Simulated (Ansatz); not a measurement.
# Glassy 61P2O5-28SrO-11Al2O3 (mol %) (97 atoms) under strain: runs compared

How stiff is glassy 61P2O5-28SrO-11Al2O3 (mol %) (97 atoms), and how do its levels respond to strain?

Computed with Ansatz 0.2.0: Kohn-Sham DFT, revPBE, PAW (set soft_2), plane waves.

## 1. The cell as built

The cell holds 97 atoms: 22 P, 5 Sr, 4 Al and 66 O. Its edges and angles: a = 11.092 Å, b = 11.092 Å, c = 11.092 Å, α = 90.0°, β = 90.0°, γ = 90.0°. 97 atoms (22 P, 5 Sr, 4 Al, 66 O) placed at random at 2.77 g/cm³, melted at 4000 K for 10 ps at fixed volume with the Morse and Coulomb pair potential with partial charges (Pedone, Malavasi, Menziani, Cormack and Segre, J. Phys. Chem. B 110, 11780 (2006)). Quenched from 4000 K to 300 K at 500 K/ps and fixed volume, held 10 ps at zero pressure.

Limits known from the start: The quench rate of 500 K/ps is orders of magnitude faster than experiment, which tends to freeze in extra defects. The starting topology of bonds comes from the classical model, and needn't be the one that DFT or experiment would give. Only the Γ point is sampled.

## 2. The reference run

The reference is a single point at the end of the relaxation.

Every strained cell starts from the geometry of this run, and its atoms are relaxed with the cell held.

Its input, with most atom lines left out:

```yaml
crystal:
  lattice:
    - [11.3668, -0.11904, 0.25947]
    - [-0.11904, 11.28022, -0.19357]
    - [0.25947, -0.19357, 11.58881]
  atoms:
    - { symbol: P, position: [0.43396, 0.55618, 0.58162] }
    - { symbol: P, position: [0.25686, 0.94561, 0.42652] }
    - { symbol: P, position: [0.45072, 0.79817, 0.9495] }
    - { symbol: P, position: [0.08247, 0.62533, 0.74794] }
    - { symbol: P, position: [0.906, 0.27031, 0.77108] }
    - { symbol: P, position: [0.66323, 0.46827, 0.50942] }
    - { symbol: P, position: [0.34071, 0.36157, 0.00817] }
    [... atom lines 8 to 97 left out ...]
kpoints:
  mp_grid: { grid: [1, 1, 1] }
hamiltonian:
  xc: revpbe
scf:
  occupations: { method: fermi_dirac, width: 0.05 }
output:
  forces: true
  stress: true
  populations: true
  dos:
    method: { smearing: { sigma: 0.08 } }
    de: 0.1
    projected: { site_lists: { Al: [Al], O: [O], P: [P], Sr: [Sr] } }
  eigenvalues: true
  write_density: true
  write_potential: true
  volumetric_format: npy
```

```
free energy per atom   : -764.6832 eV/atom
r.m.s. force component : 0.00591 eV/Å
pressure               : -0.01167 GPa
```

Filled and empty levels are parted by 3.02 eV (at Γ alone); a semilocal functional tends to put such gaps too low. In a disordered cell it changes from sample to sample, and tail or defect levels can set it.

## 3. The runs

Each row is one run, on 4 threads of Arm Neoverse V1, shared host. The free energy is the program's total, comparable only between runs with the same functional, potentials and atoms.

```csv
run,atoms,outcome,"ionic steps, all passes",free energy (eV),time,host memory (GiB)
Single point at the start,97,converged,-,-74155.854,19 s,1.7
Cell and atoms relaxed,97,converged,59,-74174.273,16 min,1.9
Single point at the relaxed geometry,97,converged,-,-74174.273,30 s,1.9
Volume -3 %,97,converged,7,-74174.117,2.4 min,1.8
Volume +3 %,97,converged,10,-74174.128,3.4 min,1.9
Volume -6 %,97,converged,19,-74173.655,5.8 min,1.8
Volume +6 %,97,converged,9,-74173.738,3 min,2.0
Volume -10 %,97,converged,26,-74172.730,7.9 min,1.7
Stretched by 1 % along x,97,converged,6,-74174.242,2 min,1.9
Compressed by 1 % along x,97,converged,6,-74174.243,2 min,1.9
Sheared by 2 % in xy,97,converged,7,-74174.235,2.4 min,1.9
```

In some runs the program notes that the exchange-correlation potential is rough where the density is thin and the SCF threshold is loose for the stress.

## 4. Pressure against volume

Atoms are relaxed at each volume, in the scaled cell.

```csv
volume change (%),volume (Å³/atom),energy change (meV/atom),pressure (GPa),largest move on relaxing (Å),bonds,gap (eV)
-10,13.774,15.91,4.02,1.11,139,3.55
-6,14.387,6.38,2.17,0.89,136,3.36
-3,14.846,1.61,1.19,0.15,136,3.25
+0,15.305,0.00,-0.01,-,134,3.02
+3,15.764,1.49,-0.99,0.14,131,2.83
+6,16.223,5.52,-1.82,0.28,130,2.68
```

## 5. Uniaxial strain and shear

Stress (GPa, compression positive) less that of the relaxed cell, atoms relaxed:

```csv
strain,xx,yy,zz,xy,energy change (meV/atom)
stretched by 1 % along x,-0.727,-0.237,-0.230,-0.044,0.32
compressed by 1 % along x,0.764,0.276,0.269,0.025,0.31
sheared by 2 % in xy,-0.059,-0.094,0.038,-0.406,0.39
```

## 6. What came out

The bulk modulus, from the slope of pressure against ln V over the three points nearest the relaxed volume, is 36.4 GPa; between neighbouring points the slope runs 42, 31, 40, 33 and 29 GPa from the smallest volume up, without a steady fall, so no pressure derivative is given. The count of bonds runs from 130 to 139 over the series, so at some points contacts cross the cutoffs. At -10 % and -6 % some atom moved by over 0.5 Å on relaxing, so those points may sit in another local minimum. The gap goes from 3.55 eV at the smallest volume to 2.68 eV at the largest, -5.4 eV per unit of ln V by a straight line, on the run's k-points. In the Cartesian axes of the cell, finite differences give C11 = 74.5, C12 = 25.6, C13 = 24.9 and C66 = 20.3 GPa (the shear of 2 % is the engineering strain, εxy = 0.01). The mean of C11, C12 and C13, which equals the bulk modulus in a cubic or isotropic solid, is 41.7 GPa: it lies 15 % over the bulk modulus from the volumes. For an isotropic solid C66 would equal (C11 − C12)/2 = 24.5 GPa; so small a sample needn't be isotropic, and C66 rests on one shear. With the bulk modulus and C66 as K and G, Young's modulus would be about 51 GPa and Poisson's ratio 0.26.

**Limits.** Strains are finite and relaxations stop at the force tolerance of the input, which can leave moduli too stiff; they are those of a static cell at zero temperature. Volumes are changed with the cell's shape held, so in an anisotropic solid the modulus lies over the one under free hydrostatic load. The program notes that the SCF threshold of the relaxations is loose for the stress.

The DFT runs together took 46 min of wall time.

[Logs are printed without paths, hosts, clocks, repeated set-up lines and the standing remarks that a program may print on its own settings, such as how far it seeks lower states.]

[Hosts, paths, dates, database ids (printed as entryN), source tags and the programs' standing remarks are cut or masked in the printed files.]
